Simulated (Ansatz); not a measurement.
# TiTe2 monolayer (2H): modes against uniaxial strain along the armchair direction, normal to a, with the width clamped

Aim: how do the optical modes of TiTe2 monolayer (2H) shift and split under this strain?

Main program and level: Ansatz 0.2.0; DFT PBE, scalar-relativistic, plane waves, PAW; PAW set soft_1.

### 1. The structure

The cell holds 3 atoms: 1 Ti and 2 Te. Cell: a = 3.730 Å, b = 3.730 Å, c = 31.000 Å, α = 90.0°, β = 90.0°, γ = 120.0°. Vacuum lies along c. The height across the vacuum is the one that the program set for its solve, not the one typed.

### 2. Relaxation

The cell and atoms are relaxed, since residual forces and stress would shift the frequencies. The program lengthens the typed cell of 20.0 Å along the normal to 31.0 Å, as its cut-off of the electrostatics needs, and moves no atom.

Contents of input.yaml:

```yaml
crystal:
  lattice:
    - [3.73, 0.0, 0.0]
    - [-1.865, 3.23027, 0.0]
    - [0.0, 0.0, 20.0]
  atoms:
    - { symbol: Ti, position: [0.333333, 0.666667, 0.5] }
    - { symbol: Te, position: [0.666667, 0.333333, 0.59] }
    - { symbol: Te, position: [0.666667, 0.333333, 0.41] }
  periodic: [true, true, false]
kpoints:
  mp_grid: { grid: [12, 12, 1] }
hamiltonian:
  xc: pbe
  pseudopotentials: { kind: paw, azcp: { folder: soft_1 } }
scf:
  occupations: { method: gaussian, width: 0.01 }
output:
  forces: true
  stress: true
  eigenvalues: true
  write_density: true
  write_potential: true
  elf: true
  volumetric_format: npy
relax:
  adjacent_minimum: "off"
  f_tol: 0.005
  max_steps: 80
  cell: { stress_2d_tol: 0.02 }
```

Started as:

```bash
$ ansatz run input.yaml --threads 4 --pin off --max-ram 16384MiB --backend cpu --events-out ev --progress --plain --runs-dir out
```

Numbers of over 12 decimals in the logs are rounded to 6 here.

The program printed:

```text
Warning: crystal.periodic: the lattice vector that does not repeat stood 0.000° off the slab's normal, 20.000 Å along it as the deck builds it. The run solves the slab on a vector along the normal, 31.000 Å long, with every atom where it was (on the deck's vector they left 16.40 Å outside them, and the widest stretch free of ions among them is 1.80 Å). A fractional position that the run reports is one of the run's ce [...]
Warning: the atoms were moved onto the symmetric positions of the space group found under crystal.symmetry.tolerance 1.0e-5 (fractional; no operation is sought that the atoms, as they stand in a round, miss by more than twice it, and no atom is moved by as much as it), and the run uses the moved positions. Before a round's move an operation carried an atom to 4.97e-6 Å from where it should land, the largest such dist [...]
crystal.periodic: the lattice vector that does not repeat stood 0.000° off the slab's normal, 20.000 Å along it as the deck builds it. The run solves the slab on a vector along the normal, 31.000 Å long, with every atom where it was (on the deck's vector they left 16.40 Å outside them, and the widest stretch free of ions among them is 1.80 Å). A fractional position that the run reports is one of the run's cell, which [...]
Engine: ansatz 0.2.0, aarch64-unknown-linux-gnu
Pseudopotentials: kind: paw
Pseudopotential: Ti, paw, valence charge 12, recommended cutoff 420 eV (normal), soft_1/Ti.paw.azcp
Pseudopotential: Te, paw, valence charge 16, recommended cutoff 420 eV (normal), soft_1/Te.paw.azcp
Functional definition: PBE
  parameter kappa = 0.804
  parameter beta = 0.066725
  exchange = pbe_x(kappa = kappa, mu = beta*pi^2/3)
  correlation = pbe_c(beta = beta)
Crystal: 3 atoms, lattice volume = 373.516 Å³
Basis set: ecut = 420 eV, 7363 PW (Γ), exchange–correlation on 50×50×432 points (8 copies of the dense FFT grid, shifted against one another)
Bands: 27, of which v1, the nominal top of the filled ones, is band 22 counted from 1 (21 counted from 0)
Symmetry: 12 space group operations
Space group: P-6m2 (ITA 187), of the structure as read, at distance tolerance 7.2e-5 Å
k-points: 19 of 144 (time reversal used)
Non-local potential: Ti, projectors of the file, l = 0: 3, l = 1: 2, l = 2: 3, l = 3: 1
Non-local potential: Te, projectors of the file, l = 0: 2, l = 1: 2, l = 2: 2, l = 3: 1
PAW form: soft (Blöchl's): semilocal exchange-correlation on the pseudo side does not see the compensation charge
PAW one-centre angular grid: Ti, 590 points (default); XC on 64 Gauss nodes
PAW one-centre angular grid: Te, 590 points (default); XC on 64 Gauss nodes
Initial density: superposition of atomic densities (neutral atoms: chi_scale 0, normalization atom)
Initial wavefunctions: pseudopotential atomic-orbital guess
Functional: x = pbe(κ = 0.804, μ = 0.219515), c = pbe(β = 0.066725)
iter 1 solved again at ethr=3.07e-3 eV; its pass at ethr=3.10e-3 eV (dr2=1.35e0 eV) is discarded
SCF iter   1: F=—  HF=-16461.809684 eV  |F-HF|=—  |Δ(HF+E_count)|=         —  Δρ=1.45e-2  dr2=1.35e0  ethr=3.07e-3  ⟨swp⟩=1.5  Hψ=4467  notcnv=0
preconditioner: auto → Resta (q_TF=auto, 1.910 Å⁻¹)  ε∞=2.6  [insulator: Δε(μ)=0.100 eV  Ē_g=6.148 eV  σ=0.010 eV  W_gap=1.00  n_scr=18 (ndim 8)  ℏωp=7.7 eV  f_vac=0.744  D(μ)=0.00/eV (n_scr^D=0)  ε∞_Penn≈2.6  vacuum switching on, ρ_ref=2.7e-3 e/Å³]
SCF iter   2: F=—  HF=-16461.577621 eV  |F-HF|=—  |Δ(HF+E_count)|=   2.32e-1  Δρ=9.00e-3  dr2=3.73e-1  ethr=3.07e-3  ⟨swp⟩=3.2  Hψ=937  notcnv=0
SCF iter   3: F=—  HF=-16461.677371 eV  |F-HF|=—  |Δ(HF+E_count)|=   9.98e-2  Δρ=1.37e-2  dr2=1.60e0  ethr=8.48e-4  ⟨swp⟩=4.0  Hψ=1067  notcnv=0  defer=9  recentre
SCF iter   4: F=—  HF=-16461.547287 eV  |F-HF|=—  |Δ(HF+E_count)|=   1.30e-1  Δρ=3.25e-3  dr2=7.68e-2  ethr=8.48e-4  ⟨swp⟩=3.6  Hψ=871  notcnv=0  defer=19
SCF iter   5: F=—  HF=-16461.543448 eV  |F-HF|=—  |Δ(HF+E_count)|=   3.84e-3  Δρ=4.27e-4  dr2=9.26e-4  ethr=1.74e-4  ⟨swp⟩=2.9  Hψ=801  notcnv=0  defer=19
SCF iter   6: F=—  HF=-16461.543678 eV  |F-HF|=—  |Δ(HF+E_count)|=   2.30e-4  Δρ=1.70e-4  dr2=1.01e-4  ethr=2.10e-6  ⟨swp⟩=3.6  Hψ=1127  notcnv=0  defer=19
SCF iter   7: F=—  HF=-16461.543717 eV  |F-HF|=—  |Δ(HF+E_count)|=   3.85e-5  Δρ=4.57e-5  dr2=8.20e-6  ethr=2.30e-7  ⟨swp⟩=3.2  Hψ=838  notcnv=0  defer=19
SCF iter   8: F=—  HF=-16461.543762 eV  |F-HF|=—  |Δ(HF+E_count)|=   4.51e-5  Δρ=1.56e-5  dr2=1.50e-6  ethr=1.86e-8  ⟨swp⟩=3.1  Hψ=1057  notcnv=0  defer=19
iter 9 did not close the SCF: its close was put off until two iterations running show no level that it waits for move by more than its bar (scf_convergence_deferred on its scf_iter line)
SCF iter   9: F=-16461.543762 eV  HF=-16461.543762 eV  |F-HF|=3.31e-8  |Δ(HF+E_count)|=   1.63e-8  Δρ=2.83e-6  dr2=4.89e-8  ethr=2.27e-10  ⟨swp⟩=23.2  Hψ=5773  notcnv=0
iter 10 did not close the SCF: its close was put off until two iterations running show no level that it waits for move by more than its bar (scf_convergence_deferred on its scf_iter line)
SCF iter  10: F=-16461.543762 eV  HF=-16461.543762 eV  |F-HF|=1.35e-10  |Δ(HF+E_count)|=  6.11e-10  Δρ=5.79e-7  dr2=1.61e-9  ethr=1.11e-10  ⟨swp⟩=9.6  Hψ=3523  notcnv=0
SCF iter  11: F=-16461.543762 eV  HF=-16461.543762 eV  |F-HF|=1.02e-10  |Δ(HF+E_count)|=  6.44e-10  Δρ=1.76e-7  dr2=2.16e-10  ethr=3.66e-12  ⟨swp⟩=8.4  Hψ=3318  notcnv=0
SCF 1 converged in 11 iterations: F = -16461.543762 eV  dr2 = 2.16e-10
  greatest PAW one-centre occupation: 0.999 electrons in one spin orbital (limit 2), on the Ti atom at site 0 (counted from 0), in its partial waves of l = 0
relax step   1: F+E_penalty+E_count = -16461.54376188 eV  Δ(F+E_penalty+E_count) = +0.000e0 eV  max|allowed force component| = 8.763e-2 eV/Å  Δτ_max = 0.0000 Å  P = +0.238 N/m  Ω = 373.516 Å³  fix = [c, alpha, beta]  reactions: c +0.000 N/m  (11 SCF iters, dr2 threshold 1.00e-7 eV, accepted)
Crystal: 3 atoms, lattice volume = 377.845 Å³
Basis set: ecut = 420 eV, 7423 PW (Γ), exchange–correlation on 50×50×432 points (8 copies of the dense FFT grid, shifted against one another)
Initial density: handed on by an earlier stage of this run
Initial wavefunctions: those handed on with the density
iter 1 solved again at ethr=5.36e-6 eV; its pass at ethr=3.10e-3 eV (dr2=2.36e-3 eV) is discarded
SCF iter   1: F=—  HF=-16461.541506 eV  |F-HF|=—  |Δ(HF+E_count)|=         —  Δρ=8.14e-4  dr2=2.34e-3  ethr=5.36e-6  ⟨swp⟩=3.4  Hψ=4175  notcnv=0
[...]
SCF iter   3: F=—  HF=-16461.545579 eV  |F-HF|=—  |Δ(HF+E_count)|=   6.04e-4  Δρ=3.38e-4  dr2=4.71e-4  ethr=4.14e-6  ⟨swp⟩=3.4  Hψ=934  notcnv=0
SCF iter   4: F=—  HF=-16461.545547 eV  |F-HF|=—  |Δ(HF+E_count)|=   3.24e-5  Δρ=1.42e-4  dr2=5.31e-5  ethr=1.07e-6  ⟨swp⟩=2.0  Hψ=599  notcnv=0
SCF iter   5: F=—  HF=-16461.545545 eV  |F-HF|=—  |Δ(HF+E_count)|=   2.24e-6  Δρ=1.73e-5  dr2=1.47e-6  ethr=1.21e-7  ⟨swp⟩=3.2  Hψ=821  notcnv=0
SCF iter   6: F=—  HF=-16461.545604 eV  |F-HF|=—  |Δ(HF+E_count)|=   5.92e-5  Δρ=4.39e-6  dr2=1.42e-7  ethr=3.34e-9  ⟨swp⟩=3.3  Hψ=992  notcnv=0
SCF iter   7: F=—  HF=-16461.545604 eV  |F-HF|=—  |Δ(HF+E_count)|=   2.56e-8  Δρ=1.28e-6  dr2=9.28e-9  ethr=3.23e-10  ⟨swp⟩=2.9  Hψ=793  notcnv=0
SCF iter   8: F=—  HF=-16461.545604 eV  |F-HF|=—  |Δ(HF+E_count)|=   3.62e-9  Δρ=2.56e-7  dr2=3.93e-10  ethr=2.11e-11  ⟨swp⟩=3.5  Hψ=1036  notcnv=0
SCF iter   9: F=—  HF=-16461.545604 eV  |F-HF|=—  |Δ(HF+E_count)|=  6.77e-10  Δρ=6.06e-8  dr2=1.81e-11  ethr=1.00e-12  ⟨swp⟩=3.7  Hψ=1094  notcnv=0
SCF iter  10: F=-16461.545604 eV  HF=-16461.545604 eV  |F-HF|=8.37e-11  |Δ(HF+E_count)|=  2.18e-11  Δρ=1.93e-8  dr2=2.46e-12  ethr=1.00e-12  ⟨swp⟩=11.1  Hψ=3361  notcnv=0
SCF 3 converged in 10 iterations: F = -16461.545604 eV  dr2 = 2.46e-12
relax step   3: F+E_penalty+E_count = -16461.54560384 eV  Δ(F+E_penalty+E_count) = -1.842e-3 eV  max|allowed force component| = 1.332e-2 eV/Å  Δτ_max = 0.0137 Å  P = +0.120 N/m  Ω = 376.089 Å³  energy of the carried Pulay correction = -1.026e-4 eV  fix = [c, alpha, beta]  reactions: c +0.000 N/m  (10 SCF iters, accepted)
[...]
relax step   4: F+E_penalty+E_count = -16461.54568090 eV  Δ(F+E_penalty+E_count) = -7.706e-5 eV  max|allowed force component| = 4.190e-3 eV/Å  Δτ_max = 0.0001 Å  P = +0.050 N/m  Ω = 376.661 Å³  energy of the carried Pulay correction = -1.252e-4 eV  fix = [c, alpha, beta]  reactions: c +0.000 N/m  (6 SCF iters, dr2 threshold 1.96e-8 eV, accepted)
[...]
relax step   5: F+E_penalty+E_count = -16461.54568626 eV  Δ(F+E_penalty+E_count) = -5.360e-6 eV  max|allowed force component| = 1.114e-4 eV/Å  Δτ_max = 0.0002 Å  P = +0.003 N/m  Ω = 377.076 Å³  energy of the carried Pulay correction = -1.416e-4 eV  fix = [c, alpha, beta]  reactions: c +0.000 N/m  (6 SCF iters, dr2 threshold 3.45e-9 eV, accepted)
Basis set: ecut = 420 eV, 7399 PW (Γ), exchange–correlation on 54×54×432 points (8 copies of the dense FFT grid, shifted against one another)
Initial wavefunctions: pseudopotential atomic-orbital guess (no wavefunctions were taken with the density)
iter 1 solved again at ethr=6.85e-7 eV; its pass at ethr=3.10e-3 eV (dr2=3.01e-4 eV) is discarded
SCF iter   1: F=—  HF=-16461.545528 eV  |F-HF|=—  |Δ(HF+E_count)|=         —  Δρ=1.80e-5  dr2=4.60e-8  ethr=6.85e-7  ⟨swp⟩=6.5  Hψ=5613  notcnv=0
eigensolver tolerance schedule: the retry pair's looser diagonalisation over-reported the residual by 6550.37 of it (diagonalisation noise at an unbounded share of the residual, at the tolerance the schedule requests for it); recorded, not acted on — ethr = c·dr2/N_el stays at c = 1.0e-1
preconditioner: auto → Resta (q_TF=auto, 1.907 Å⁻¹)  ε∞=2.6  [insulator: Δε(μ)=0.181 eV  Ē_g=6.040 eV  σ=0.010 eV  W_gap=1.00  n_scr=18 (ndim 8)  ℏωp=7.6 eV  f_vac=0.750  D(μ)=0.00/eV (n_scr^D=0)  ε∞_Penn≈2.6  vacuum switching on, ρ_ref=2.6e-3 e/Å³]
SCF iter   2: F=—  HF=-16461.545736 eV  |F-HF|=—  |Δ(HF+E_count)|=   2.09e-4  Δρ=9.25e-6  dr2=4.08e-8  ethr=1.05e-10  ⟨swp⟩=5.2  Hψ=1649  notcnv=0
SCF iter   3: F=—  HF=-16461.545801 eV  |F-HF|=—  |Δ(HF+E_count)|=   6.44e-5  Δρ=6.74e-6  dr2=2.62e-7  ethr=9.28e-11  ⟨swp⟩=3.3  Hψ=1062  notcnv=0  recentre
SCF iter   4: F=—  HF=-16461.545826 eV  |F-HF|=—  |Δ(HF+E_count)|=   2.53e-5  Δρ=5.13e-7  dr2=1.68e-9  ethr=9.28e-11  ⟨swp⟩=3.6  Hψ=912  notcnv=0
SCF iter   5: F=—  HF=-16461.545826 eV  |F-HF|=—  |Δ(HF+E_count)|=   1.09e-7  Δρ=3.93e-7  dr2=1.47e-10  ethr=3.82e-12  ⟨swp⟩=3.3  Hψ=870  notcnv=0
SCF iter   6: F=—  HF=-16461.545827 eV  |F-HF|=—  |Δ(HF+E_count)|=   9.56e-7  Δρ=5.48e-8  dr2=1.72e-11  ethr=1.00e-12  ⟨swp⟩=3.5  Hψ=839  notcnv=0
SCF iter   7: F=—  HF=-16461.545827 eV  |F-HF|=—  |Δ(HF+E_count)|=   1.51e-8  Δρ=2.55e-8  dr2=2.71e-12  ethr=1.00e-12  ⟨swp⟩=1.7  Hψ=584  notcnv=0
SCF iter   8: F=-16461.545827 eV  HF=-16461.545827 eV  |F-HF|=1.04e-9  |Δ(HF+E_count)|=   1.61e-8  Δρ=5.35e-9  dr2=2.09e-13  ethr=1.00e-12  ⟨swp⟩=10.7  Hψ=3007  notcnv=0
SCF 6 converged in 8 iterations: F = -16461.545827 eV  dr2 = 2.09e-13
relax step   6: F+E_penalty+E_count = -16461.54582707 eV  Δ(F+E_penalty+E_count) = -1.408e-4 eV  max|allowed force component| = 1.503e-4 eV/Å  Δτ_max = 0.0000 Å  P = +0.003 N/m  Ω = 377.076 Å³  fix = [c, alpha, beta]  reactions: c +0.000 N/m  stress off target by 2.58e-3 N/m on what of the cell is left free  SCF on the basis re-selected at this cell (its energy is not comparable with the rows above)  (8 SCF iters)
basis re-selected at this cell: Δ(F+E_penalty+E_count) = -1.408e-4 eV, ΔP = -0.001 N/m vs the last step (what re-selecting the basis moved, of the pressure what is left beyond the Pulay correction that the steps carried, after the strain that the cell walked since its last selection, with what the two solves' SCF thresholds leave and, on support functions, any second-order correction that the steps lacked; it is no measure of the basis error at this ecutwfc). The dense FFT grid was sized anew with the basis: this SCF ran on 27×27×216 points, the steps before it on 25×25×216, so part of this shift can come from that change (see relax.cell in the input reference). [rest of the remark cut]
SCF converged after 8 iterations
Free energy (F): -16461.545827 eV
Harris-Foulkes:  -16461.545827 eV  (|F-HF|=1.04e-9)
Internal energy: -16461.545827 eV  (E = F + TS)
E sigma→0 (E₀):  -16461.545827 eV
Fermi energy:    -5.220425 eV
--- Per-component energies (eV) ---
  E_band       = -1331.109488
  E_kinetic    = 623.632098
  E_local      = -89159.258727  (includes V_loc(G=0)·N_el)
  E_nonlocal   = 193.558291
  E_hartree    = 44163.325717
  E_xc         = -360.121189
  E_vxc        = -348.017971  (∫ρ·V_xc dr)
  E_paw        = -10385.841725  (= ΣΔE_a)
  E_vpaw       = -967.674705  (= ΣTr[D̂ρ^β])
  E_aug_tail   = 0.000107  (compensation charges beyond the density's cutoff)
  E_ewald      = 38463.159601
  E_smearing   = -0.000000  (= −TS)
  E_closure    = -0.000000  (closes the sum)
  Σ components = -16461.545827   (vs F -16461.545827, Δ=0.00e0)
--- Forces (eV/Å), atoms counted from 1 ---
  atom   1  Ti    -0.00000000     0.00000000    -0.00000000
  atom   2  Te    -0.00000000     0.00000000    -0.00015032
  atom   3  Te    -0.00000000     0.00000000     0.00015032
  max |Σ_I F_I| component: 3.93e-17 eV/Å
--- 2D stress c σ (N/m, compression-positive) ---
        0.002580      -0.000000       0.000000
        0.000000       0.002580       0.000000
        0.000000       0.000000       0.000000
  P = ½ c Tr σ = 0.0026 N/m
--- Band table (eV; the first three rows and the last of 19) ---
  k-point 0: bands = [... 18 lower, -6.0413, -6.0413, -5.3108, -5.3108, -4.4280, -2.5081, -2.5081, -2.3710, ... 1 higher]
  k-point 1: bands = [... 18 lower, -6.2922, -6.0108, -5.4226, -5.4112, -4.4597, -2.7867, -2.7082, -2.5151, ... 1 higher]
  k-point 2: bands = [... 18 lower, -6.5200, -5.9289, -5.7232, -5.6953, -4.5955, -3.1624, -3.0941, -2.8494, ... 1 higher]
  k-point 18: bands = [... 18 lower, -8.4434, -7.6613, -7.6444, -5.9872, -4.4778, -3.7774, -3.0212, -2.9914, ... 1 higher]
--- Relaxed structure (5 steps of the walk, 4 accepted, 1 SCFs on fresh bases) ---
  F+E_penalty+E_count = -16461.54582707 eV   max|allowed force component| = 1.503e-4 eV/Å   (the final SCF, on the basis selected at the relaxed cell)
  cell:  # Å, volume = 377.0762 Å³
    - [3.747731, 0, 0]
    - [-1.873865, 3.245630, 0]
    - [0, 0, 31.0]
  atoms:
    - { symbol: Ti, position: [0.333333, 0.666667, 0.322581] }
    - { symbol: Te, position: [0.666667, 0.333333, 0.380202] }
    - { symbol: Te, position: [0.666667, 0.333333, 0.264960] }
```

Run time: 38 s. Hardware: 4 threads of Arm Neoverse V1, shared host; peak memory 0.73 GiB.

Step by step:

```tsv
step	energy less that of the first step (eV)	largest force component (eV/Å)	volume (Å³)
1	0.0000	0.0876	373.52
2	0.0024	0.2120	377.85
3	-0.0018	0.0133	376.09
4	-0.0019	0.0042	376.66
5	-0.0019	0.0001	377.08
6*	-0.0021	0.0001	377.08
```

Relaxation steps marked * repeat the geometry before them on a plane-wave basis chosen anew for their cell, so energy and pressure can jump there. Relaxation step 2 was tried and not accepted.

The run keeps the 12 symmetry operations that it works with, so distortions that break them were not tested.

```tsv
cell as run	before	after	change
a (Å)	3.730	3.748	+0.5 %
b (Å)	3.730	3.748	+0.5 %
```

The atoms that moved most (Å, along periodic axes as changes of fractional coordinates times the final cell, across vacuum about the mean position):

```tsv
atom	dx	dy	dz	length
Te2	0.000	0.000	-0.014	0.014
Te3	0.000	0.000	0.014	0.014
```

Final coordinates:

```cif
data_structure
_symmetry_space_group_name_H-M 'P 1'
_symmetry_Int_Tables_number 1
_cell_length_a 3.7477
_cell_length_b 3.7477
_cell_length_c 31.0000
_cell_angle_alpha 90.000
_cell_angle_beta 90.000
_cell_angle_gamma 120.000
_cell_volume 377.08
loop_
_atom_site_label
_atom_site_type_symbol
_atom_site_fract_x
_atom_site_fract_y
_atom_site_fract_z
_atom_site_occupancy
Ti1 Ti 0.33333 0.66667 0.32258 1
Te2 Te 0.66667 0.33333 0.38020 1
Te3 Te 0.66667 0.33333 0.26496 1
```

This step gave:

```
gap on the k-mesh : 0.1814 eV
area per atom     : 4.055 Å²
```

Valence density in the ac plane at fractional y = 0.333, with atoms of Te within 0.2 Å of it. It is the smooth field of the valence electrons, not physical close to the nuclei.

Ten steps, logarithmic in the rise over the least value, from '_' (0 e/Å³) to '@' (11 e/Å³), each cell a mean:
```
____________________________
____________________________
____________________________
____________________________
____________________________
____________________________
____________________________
____________________________
____________________________
____________________________
____________________________
____________________________
____________________________
____________..............__
::........::==**%%@@@@##++--
::::....::::--==**##**++----
::......::::::::------::::::
::......::--==##@@@@@@##++--
..________..::----====--::..
____________________________
____________________________
____________________________
____________________________
____________________________
```
Columns run along a (3.7 Å), rows up along c (31.0 Å). Atoms in or near the plane, at fractional coordinates: Te at (0.67, 0.38), Te at (0.67, 0.26).

Electrostatic potential energy in the ac plane at fractional y = 0.333, with atoms of Te within 0.2 Å of it. With pseudopotentials it is smooth inside the atoms' cores, unlike the true potential.

Ten even steps from '0' (-27 eV) to '9' (0 eV), each cell a mean:
```
99999999999999
99999999999999
99999999999999
99999999999999
99999999999999
99999999999999
99999999999999
99999999999999
99999999999999
99999999999999
99999999999999
99999999999999
99999999999999
99999999888999
89998620455114
77777753344346
77667777666677
78988510466103
99999876555678
99999999999999
99999999999999
99999999999999
99999999999999
99999999999999
```
Columns run along a (3.7 Å; values clipped at the 3rd and 97th percentile), rows up along c (31.0 Å). Atoms in or near the plane, at fractional coordinates: Te at (0.67, 0.38), Te at (0.67, 0.26).

ELF in the ac plane at fractional y = 0.333, with atoms of Te within 0.2 Å of it. It is the smooth field of the valence electrons, not physical close to the nuclei.

Values, 24 rows by 14 columns, each cell a mean:
```
0.00 0.00 0.00 0.00 0.00 0.00 0.00 0.00 0.00 0.00 0.00 0.00 0.00 0.00
0.00 0.00 0.00 0.00 0.00 0.00 0.00 0.00 0.00 0.00 0.00 0.00 0.00 0.00
0.00 0.00 0.00 0.00 0.00 0.00 0.00 0.00 0.00 0.00 0.00 0.00 0.00 0.00
0.00 0.00 0.00 0.00 0.00 0.00 0.00 0.00 0.00 0.00 0.00 0.00 0.00 0.00
0.00 0.00 0.00 0.00 0.00 0.00 0.00 0.00 0.00 0.00 0.00 0.00 0.00 0.00
0.00 0.00 0.00 0.00 0.00 0.00 0.00 0.00 0.00 0.00 0.00 0.00 0.00 0.00
0.00 0.00 0.00 0.00 0.00 0.00 0.00 0.00 0.00 0.00 0.00 0.00 0.00 0.00
0.00 0.00 0.00 0.00 0.00 0.00 0.00 0.00 0.00 0.00 0.00 0.00 0.00 0.00
0.00 0.00 0.00 0.00 0.00 0.00 0.00 0.00 0.00 0.00 0.00 0.00 0.00 0.00
0.00 0.00 0.00 0.00 0.00 0.00 0.00 0.00 0.00 0.00 0.00 0.00 0.00 0.00
0.00 0.00 0.00 0.00 0.00 0.00 0.00 0.00 0.00 0.00 0.00 0.00 0.00 0.00
0.00 0.00 0.00 0.00 0.00 0.00 0.00 0.00 0.00 0.00 0.00 0.00 0.00 0.00
0.01 0.00 0.00 0.00 0.01 0.03 0.07 0.13 0.17 0.19 0.19 0.15 0.09 0.05
0.25 0.08 0.03 0.05 0.17 0.41 0.61 0.70 0.74 0.76 0.75 0.72 0.65 0.51
0.57 0.33 0.16 0.24 0.49 0.61 0.54 0.40 0.25 0.20 0.22 0.34 0.49 0.60
0.45 0.27 0.17 0.22 0.38 0.52 0.54 0.46 0.36 0.32 0.33 0.42 0.51 0.55
0.24 0.13 0.09 0.12 0.20 0.34 0.42 0.42 0.39 0.36 0.37 0.41 0.43 0.39
0.60 0.39 0.22 0.30 0.53 0.60 0.48 0.31 0.14 0.09 0.10 0.23 0.42 0.56
0.41 0.16 0.06 0.10 0.30 0.57 0.70 0.72 0.70 0.68 0.69 0.71 0.72 0.66
0.05 0.01 0.00 0.01 0.03 0.10 0.22 0.32 0.39 0.42 0.41 0.35 0.26 0.15
0.00 0.00 0.00 0.00 0.00 0.00 0.01 0.01 0.02 0.02 0.02 0.01 0.01 0.00
0.00 0.00 0.00 0.00 0.00 0.00 0.00 0.00 0.00 0.00 0.00 0.00 0.00 0.00
0.00 0.00 0.00 0.00 0.00 0.00 0.00 0.00 0.00 0.00 0.00 0.00 0.00 0.00
0.00 0.00 0.00 0.00 0.00 0.00 0.00 0.00 0.00 0.00 0.00 0.00 0.00 0.00
```
Columns run along a (3.7 Å), rows up along c (31.0 Å). Atoms in or near the plane, at fractional coordinates: Te at (0.67, 0.38), Te at (0.67, 0.26).

(Part 1 of 3 ends here.)

[Logs are printed without paths, hosts, clocks, repeated set-up lines and the standing remarks that a program may print on its own settings, such as how far it seeks lower states.]

[Hosts, paths, dates, database ids (printed as entryN), source tags and the programs' standing remarks are cut or masked in the printed files.]
